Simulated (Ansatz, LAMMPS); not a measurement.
# Structural relaxation of glassy 84P2O5-16Fe2O3 (mol %) (127 atoms), part 3 of 3

How does glassy 84P2O5-16Fe2O3 (mol %) (127 atoms) relax, and what do bonds and levels look like afterwards?

Ansatz 0.2.0; Kohn-Sham DFT, LDA, PAW (set soft_2), plane waves.

The cell: 32 P, 6 Fe and 89 O. The quench rate of 10 K/ps is many orders above laboratory rates. The starting topology of bonds comes from the classical model. Without a Hubbard term or exact exchange, open shells on Fe are likely too delocalised. Sampling is at Γ alone, for a cell whose shortest periodic width is 12 Å.

So far, density (g/cm³): step 5 (structure statistics after relaxation) 2.83.

### 6. Single point at the relaxed geometry

One more single point at the end of the walk gives the fuller output and checks the residual forces.

Input file input.yaml:

```yaml
crystal:
  lattice:
    - [11.72899, 0.0, 0.0]
    - [0.0, 11.72899, 0.0]
    - [0.0, 0.0, 11.72899]
  atoms:
    - { symbol: P, position: [0.8529, 0.86939, 0.75626] }
    - { symbol: P, position: [0.21321, 0.97281, 0.82061] }
    - { symbol: P, position: [0.28823, 0.17998, 0.49574] }
    - { symbol: P, position: [0.06378, 0.16633, 0.8029] }
    - { symbol: P, position: [0.89014, 0.16224, 0.3162] }
    - { symbol: P, position: [0.81466, 0.41173, 0.97383] }
    - { symbol: P, position: [0.28661, 0.94673, 0.57983] }
    - { symbol: P, position: [0.06801, 0.30798, 0.43443] }
    - { symbol: P, position: [0.52215, 0.89824, 0.88587] }
    - { symbol: P, position: [0.57266, 0.36681, 0.28399] }
    - { symbol: P, position: [0.69227, 0.41202, 0.62177] }
    - { symbol: P, position: [0.81819, 0.3777, 0.2204] }
    - { symbol: P, position: [0.66879, 0.70936, 0.79689] }
    - { symbol: P, position: [0.5645, 0.94747, 0.3106] }
    - { symbol: P, position: [0.2116, 0.5739, 0.86326] }
    - { symbol: P, position: [0.54284, 0.61972, 0.57803] }
    - { symbol: P, position: [0.57409, 0.51662, 0.95033] }
    - { symbol: P, position: [0.25809, 0.65451, 0.24688] }
    - { symbol: P, position: [0.58838, 0.10672, 0.73605] }
    - { symbol: P, position: [0.28403, 0.5626, 0.61052] }
    - { symbol: P, position: [0.1602, 0.75278, 0.47788] }
    - { symbol: P, position: [0.96307, 0.88776, 0.52634] }
    - { symbol: P, position: [0.21563, 0.00479, 0.18054] }
    - { symbol: P, position: [0.16407, 0.41444, 0.22808] }
    - { symbol: P, position: [0.63606, 0.71268, 0.35753] }
    - { symbol: P, position: [0.40402, 0.27907, 0.70746] }
    - { symbol: P, position: [0.24112, 0.31502, 0.90975] }
    - { symbol: P, position: [0.87959, 0.75777, 0.11804] }
    - { symbol: P, position: [0.58172, 0.05164, 0.08412] }
    - { symbol: P, position: [0.93196, 0.47896, 0.56959] }
    - { symbol: P, position: [0.48089, 0.65558, 0.14984] }
    - { symbol: P, position: [0.96613, 0.00696, 0.12683] }
    [... 89 atom lines left out ...]
    - { symbol: O, position: [0.82295, 0.96458, 0.83597] }
    - { symbol: O, position: [0.09195, 0.03817, 0.11403] }
    - { symbol: O, position: [0.68794, 0.38447, 0.20538] }
    - { symbol: O, position: [0.53799, 0.94854, 0.00566] }
    - { symbol: O, position: [0.24865, 0.8534, 0.49015] }
    - { symbol: O, position: [0.9009, 0.92346, 0.64276] }
magnetization:
  spin_polarized: true
kpoints:
  mp_grid: { grid: [1, 1, 1] }
hamiltonian:
  xc: lda
scf:
  occupations: { method: gaussian, width: 0.05 }
  lower_state_search: "off"
output:
  forces: true
  stress: true
  populations: true
  dos:
    method: { smearing: { sigma: 0.15 } }
    de: 0.1
    projected: { site_lists: { Fe: [Fe], O: [O], P: [P] } }
  eigenvalues: true
  write_density: true
  write_potential: true
  volumetric_format: npy
  elf: true
```

Command:

```console
$ ansatz run input.yaml --threads 8 --pin off --max-ram 15872MiB --backend cpu --events-out ev --progress --plain --runs-dir out
```

Numbers of over 12 decimals in the logs are rounded to 6 here.

Log:

```text
[...]
Crystal: 127 atoms, lattice volume = 1613.548 Å³
Basis set: ecut = 420 eV, 31463 PW (Γ)
Bands: 537, of which v1, the nominal top of the filled ones, is band 395 counted from 1 (394 counted from 0)
Symmetry: 1 space group operations
[...]
k-points: 1
[...]
Starting moments: Σ|m| = 30 μB on 6 of 127 sites
[...]
SCF iter   1: F=—  HF=-99366.947943 eV  |F-HF|=—  |Δ(HF+E_count)|=         —  Δρ=2.33e-1 (↑2.33e-1 ↓1.20e-1)  dr2=2.41e3  dr2_m=1.94e2  M=-0.287 μB ∫|m|=2.596 μB  β_m=0.30  ethr=3.10e-3  ⟨swp⟩=6.0  Hψ=4706  notcnv=0  defer=242
[...]
SCF iter  28: F=-99186.932973 eV  HF=-99186.932973 eV  |F-HF|=1.02e-10  |Δ(HF+E_count)|=   2.90e-9  Δρ=7.11e-7 (↑7.11e-7 ↓4.45e-7)  dr2=2.29e-8  dr2_m=1.53e-9  M=-20.000 μB ∫|m|=29.865 μB  ethr=1.27e-11  ⟨swp⟩=24.5  Hψ=11331  notcnv=0
SCF 1 converged in 28 iterations: F = -99186.932973 eV  dr2 = 2.29e-8
[...]
SCF converged after 28 iterations
Magnetization: -20.0000 μB (385.0000 up, 405.0000 down)
Absolute magnetization: 29.8689 μB (∫|ρ↑−ρ↓|, with the PAW one-centre terms)
[...]
Per-site moments (μB) at R_I (Å): [(0.000414134, 0.617925), (-0.00304408, 0.604443), (-0.000326529, 0.596755), (0.00372081, 0.601130), (-0.00440697, 0.608701), [...]
Free energy (F): -99186.932973 eV
[...]
Internal energy: -99186.932973 eV  (E = F + TS)
E sigma→0 (E₀):  -99186.932973 eV
Fermi energy:    4.221404 eV
[...]
--- Forces (eV/Å), atoms counted from 1 ---
  atom   1  P     -0.02086807     0.00087831     0.00942494
  atom   2  P      0.00471898    -0.02329793     0.01033926
  atom   3  P     -0.01101688     0.00930491     0.00386361
  atom   4  P     -0.01221944     0.00741928    -0.00429549
  atom   5  P      0.00887127    -0.00450595     0.02458222
  atom   6  P     -0.01492660    -0.00313609    -0.01074351
  atom   7  P      0.00392788     0.00155189    -0.01630911
  atom   8  P     -0.03857974    -0.00669287     0.01135813
  atom   9  P      0.00185342     0.00430106    -0.00842413
  atom  10  P      0.00103556     0.01477600    -0.00354113
  atom  11  P      0.01165394    -0.01426669    -0.01293079
  atom  12  P     -0.01482952     0.00669525    -0.00688450
  atom  13  P      0.00832265     0.00099167     0.03228799
  atom  14  P      0.01499080     0.01393132    -0.01166729
[...]
atom 126  O     -0.00820640     0.00520065     0.01828285
  atom 127  O      0.01825554    -0.02641544    -0.01184599
  max |Σ_I F_I| component: 1.22e-4 eV/Å
--- Stress (GPa, compression-positive) ---
       -1.705398       0.596098       0.276495
        0.596098      -2.806442      -0.249527
        0.276495      -0.249527      -3.163411
  P = ⅓ Tr σ = -2.5584 GPa (-25.584 kbar)
--- Band table (eV) ---
[...]
--- Löwdin populations: 127 sites ---
  site symbol       q [e]    m [muB]
     0      P      2.8308    -0.0009
     1      P      2.8633    -0.0058
     2      P      2.7944    -0.0006
[...]
126      O      6.7166    -0.0142
  spilling = 0.016628 (of n_electrons = 790.000000)
```

Wall time 88 s (8 threads of Arm Neoverse V1, shared host); peak memory 4.1 GiB.

Read from the output:

- free energy: -99186.9330 eV
- free energy per atom: -780.9995 eV/atom
- SCF cycles: 28
- pressure: -2.558 GPa
- r.m.s. force component: 0.01281 eV/Å
- longest force: 0.06316 eV/Å
- Fermi energy: 4.221 eV
- gap (highest filled to lowest empty level): 0.5799 eV
- total moment: -20 μB
- absolute moment: 29.87 μB
- spilling of the projection: 0.01663

Magnetic moments by element and coordination:

| element | coordination | atoms | mean moment (μB) | spread | least | most |
| --- | --- | --- | --- | --- | --- | --- |
| Fe | all | 6 | -2.39 | 2.76 | -3.66 | 3.77 |
| Fe | 5 | 4 | -3.62 | 0.0361 | -3.66 | -3.58 |
| Fe | 6 | 2 | 0.0545 | 3.72 | -3.66 | 3.77 |
| O | all | 89 | -0.0278 | 0.0551 | -0.186 | 0.110 |
| O | 1 | 17 | -0.0125 | 0.0155 | -0.0483 | 0.0144 |
| O | 2 | 72 | -0.0314 | 0.0602 | -0.186 | 0.110 |
| P | all | 32 | -0.0026 | 0.0031 | -0.0087 | 0.0037 |
| P | 4 | 31 | -0.0025 | 0.0031 | -0.0087 | 0.0037 |
| P | 5 | 1 | -0.0051 | 0 | -0.0051 | -0.0051 |

States in the cell by windows of 1 eV, zero at the Fermi level; the larger projections on atomic orbitals stand beside the total:

| from (eV) | to (eV) | total up | total down | O p | P p | Fe d | O s |
| --- | --- | --- | --- | --- | --- | --- | --- |
| -14 | -13 | 3.8 | 3.7 | 4.4 | 1.1 | 0.0 | 0.9 |
| -13 | -12 | 7.6 | 7.7 | 9.3 | 2.5 | 0.0 | 1.5 |
| -12 | -11 | 7.2 | 7.3 | 9.3 | 2.8 | 0.0 | 1.1 |
| -11 | -10 | 11.1 | 11.2 | 14.9 | 5.0 | 0.1 | 1.0 |
| -10 | -9 | 5.9 | 5.8 | 8.0 | 2.8 | 0.1 | 0.3 |
| -9 | -8 | 7.4 | 11.9 | 12.7 | 2.0 | 1.4 | 1.5 |
| -8 | -7 | 21.6 | 20.5 | 29.3 | 4.1 | 2.9 | 4.1 |
| -7 | -6 | 29.6 | 28.8 | 45.9 | 4.5 | 2.0 | 4.2 |
| -6 | -5 | 32.7 | 34.9 | 54.2 | 3.4 | 4.6 | 3.4 |
| -5 | -4 | 35.2 | 39.5 | 60.2 | 2.7 | 7.0 | 2.8 |
| -4 | -3 | 37.7 | 38.0 | 63.9 | 2.7 | 5.0 | 2.2 |
| -3 | -2 | 40.2 | 42.1 | 70.8 | 2.4 | 6.0 | 1.1 |
| -2 | -1 | 26.5 | 29.9 | 49.1 | 1.2 | 4.3 | 0.6 |
| -1 | 0 | 2.2 | 7.4 | 6.6 | 0.1 | 2.3 | 0.3 |
| 0 | 1 | 14.4 | 3.0 | 2.7 | 0.2 | 14.0 | 0.2 |
| 1 | 2 | 6.4 | 1.9 | 1.4 | 0.1 | 6.1 | 0.4 |
| 2 | 3 | 4.2 | 0.2 | 0.8 | 0.1 | 2.9 | 0.4 |
| 3 | 4 | 1.9 | 1.8 | 0.5 | 0.5 | 0.1 | 0.8 |
| 4 | 5 | 5.9 | 6.2 | 1.9 | 2.6 | 0.1 | 2.2 |

Between -26 and -14 eV lie 185 more states.

About 48 of the 790 electrons lie in deeper levels, below the stored range.

The levels nearest the highest filled one (over half full), pooled over k-points and spins:

| level less the highest filled one (eV) | occupation |
| --- | --- |
| -0.546 | 1 |
| -0.449 | 1 |
| -0.374 | 1 |
| -0.310 | 1 |
| -0.260 | 1 |
| 0 | 1 |
| 0.580 | 0 |
| 0.670 | 0 |
| 0.708 | 0 |
| 0.723 | 0 |
| 0.742 | 0 |
| 0.767 | 0 |

Spin density in the bc plane at fractional x = 0.295, with atoms of P and Fe and O within 0.2 Å of it.

Ten even steps from '0' (-7.1 e/Å³) to '9' (0.0 e/Å³), each cell a mean:
```
999999999999999999999999986799999
999999999999999999999999999999999
999999999999999999999999999999999
999999999999999999999999999999999
999999999999999999999999999999999
999999999999999999999999999999999
999999999999999999999999999999999
999999999999999999999999999999999
999999999999999999999999999999999
999999999999999999999999999999999
999999999999999999999999999999999
999999999999999999999999999999999
999999999999999999999999999999999
999999999999999999999999999999999
999999999999999999999999999999999
999999999999999999999999999999999
999999999999999999999999999999999
999999999999999999999999999999999
999999999999999999999999999999999
999999999999999999999999999999999
999999999999999999999999999999999
999999999999999999999999999999999
999999999999999999999999987799999
999999999999999999999999960189999
```
Columns run along b (11.7 Å), rows up along c (11.7 Å). Atoms in or near the plane, at fractional coordinates: P at (0.18, 0.50), P at (0.95, 0.58), P at (0.56, 0.61), Fe at (0.80, 0.01), O at (0.30, 0.80), O at (0.05, 0.84), O at (0.29, 0.01), O at (0.36, 0.24), O at (0.94, 0.09), O at (0.64, 0.94), O at (0.57, 0.74).

Valence density in the bc plane at fractional x = 0.295, with atoms of P and Fe and O within 0.2 Å of it. It is the smooth field of the valence electrons, not physical close to the nuclei.

Ten steps, logarithmic in the rise over the least value, from '0' (0 e/Å³) to '9' (24 e/Å³), each cell a mean:
```
000000024553200000135653257741000
111000012332111100136653112211000
344310001232111111123431000111112
566420013553210001121110000001113
455310024665200012332100000000112
222100013554100024664200000000011
000000011221000024664200000000111
000001222100000013442100000001121
100013453100001222222110000001222
211113553100024443112210000012212
333222332100135543222110001123212
344331122100013432110000002344322
223322222100001110000000012343211
001123332100000000001233211121000
000012221000000000002466410000000
000000110000000000002466410000000
000000000012321000012333210000000
001221100136642000122222100000000
113454211246652000123222210000011
123565322223321000112222321000112
212232222111100000000112221012344
310011112211000000000001122123665
200000024553100000000000257643565
100000025764200000012221379962222
```
Columns run along b (11.7 Å), rows up along c (11.7 Å). Atoms in or near the plane, at fractional coordinates: P at (0.18, 0.50), P at (0.95, 0.58), P at (0.56, 0.61), Fe at (0.80, 0.01), O at (0.30, 0.80), O at (0.05, 0.84), O at (0.29, 0.01), O at (0.36, 0.24), O at (0.94, 0.09), O at (0.64, 0.94), O at (0.57, 0.74).

The cell holds a total moment of -20 μB, from site moments of up to 3.8 μB that point both ways; no search proves this magnetic order the lowest. The largest share in the top eV of filled states is O p (77 % of the projected weight), and in the lowest eV of empty states Fe d (81 % of the projected weight).

Local excerpt of 14 atoms (numbers count through the whole input) about O76, which has 1 bonded neighbour where the commonest count for O is 2; x, y, z are measured from there.

| atom | x | y | z | distance (Å) | bonds | moment (μB) |
| --- | --- | --- | --- | --- | --- | --- |
| O76 | 0.00 | 0.00 | 0.00 | 0.00 | 1 | -0.01 |
| P22 | -0.45 | -1.22 | 0.67 | 1.46 | 4 | 0.00 |
| O127 | -1.18 | -0.80 | 2.03 | 2.48 | 2 | -0.01 |
| O114 | 0.74 | -2.18 | 1.15 | 2.57 | 2 | -0.01 |
| O42 | -1.45 | -2.14 | -0.05 | 2.58 | 2 | -0.15 |
| O108 | -0.89 | 0.71 | -2.55 | 2.79 | 2 | 0.00 |
| O66 | 0.06 | 2.62 | -1.27 | 2.91 | 2 | 0.00 |
| O101 | 2.82 | 0.76 | 0.51 | 2.97 | 2 | 0.00 |
| P5 | -1.31 | 2.00 | -1.80 | 2.99 | 4 | 0.00 |
| O75 | -2.26 | 1.83 | -0.69 | 2.99 | 2 | -0.06 |
| O68 | 2.16 | -0.57 | -2.17 | 3.11 | 1 | -0.05 |
| O126 | 2.90 | -1.62 | 0.24 | 3.33 | 2 | 0.00 |
| P21 | 1.86 | -2.80 | 0.10 | 3.36 | 4 | 0.00 |
| O90 | 0.92 | -3.11 | -1.03 | 3.40 | 2 | -0.09 |

The column of bonds counts only the pairs O-P within 1.93 Å, O-Fe within 2.43 Å; other neighbours, such as metal atoms beside each other in a compound, aren't counted, and periodic images can show an atom twice.

### 7. Results

| Quantity | Value |
| --- | --- |
| energy change in the relaxation | -87.74 meV/atom |
| r.m.s. displacement | 0.477 Å |
| largest displacement | 0.998 Å |
| free energy per atom | -780.9995 eV/atom |
| pressure | -2.558 GPa |
| r.m.s. force component | 0.01281 eV/Å |
| gap (highest filled to lowest empty level) | 0.5799 eV |
| wall time of the 3 DFT runs | 14 min |

Relaxation lowers the energy by 87.7 meV/atom and moves atoms by 0.48 Å r.m.s.; the r.m.s. force component goes from 1.2 to 0.013 eV/Å, the pressure goes from -5.3 to -2.6 GPa. By the final cutoffs 5 of 165 bonded pairs parted and 1 joined. From the first step to the last the energy fell by 11.143 eV, and the largest move was 1.00 Å (O107). The O-Fe bonds change most in mean length: from 2.048 Å (spread 0.104) to 1.956 Å (spread 0.078), and their number from 33 to 32. With the cutoffs above, 67 % of Fe atoms have 5, 81 % of O atoms have 2 and 97 % of P atoms have 4 bonded neighbours. Counting bonds to P alone, not to Fe, 45 % of the oxygens join two of these atoms and 55 % one. The highest filled and lowest empty levels differ by 0.580 eV (at Γ alone); a local or semilocal functional tends to put such gaps too low. In a disordered cell it changes from sample to sample, and tail or defect levels can set it. The cell holds a total moment of -20 μB, from site moments of up to 3.8 μB that point both ways; no search proves this magnetic order the lowest.

What to keep in mind: In the spin-polarised runs the search for a state of lower energy was switched off. The starting topology of bonds comes from the classical model; in DFT 5 of its 165 bonded pairs passed out of the cutoffs and 1 came within them. The run was spin polarised, started with 1 moments up and 5 down in a pattern of our own, ending at -20.0 μB in the cell; that starting order needn't be the real material's, and it bears on forces, charges and levels. With open d shells in the cell, the gap can be one between d levels of these ions, not the gap of the host. The pressure of -2.6 GPa means that a free cell would contract at this level.

[Logs are printed without paths, hosts, clocks, repeated set-up lines and the standing remarks that a program may print on its own settings, such as how far it seeks lower states.]

[Hosts, paths, dates, database ids (printed as entryN), source tags and the programs' standing remarks are cut or masked in the printed files.]
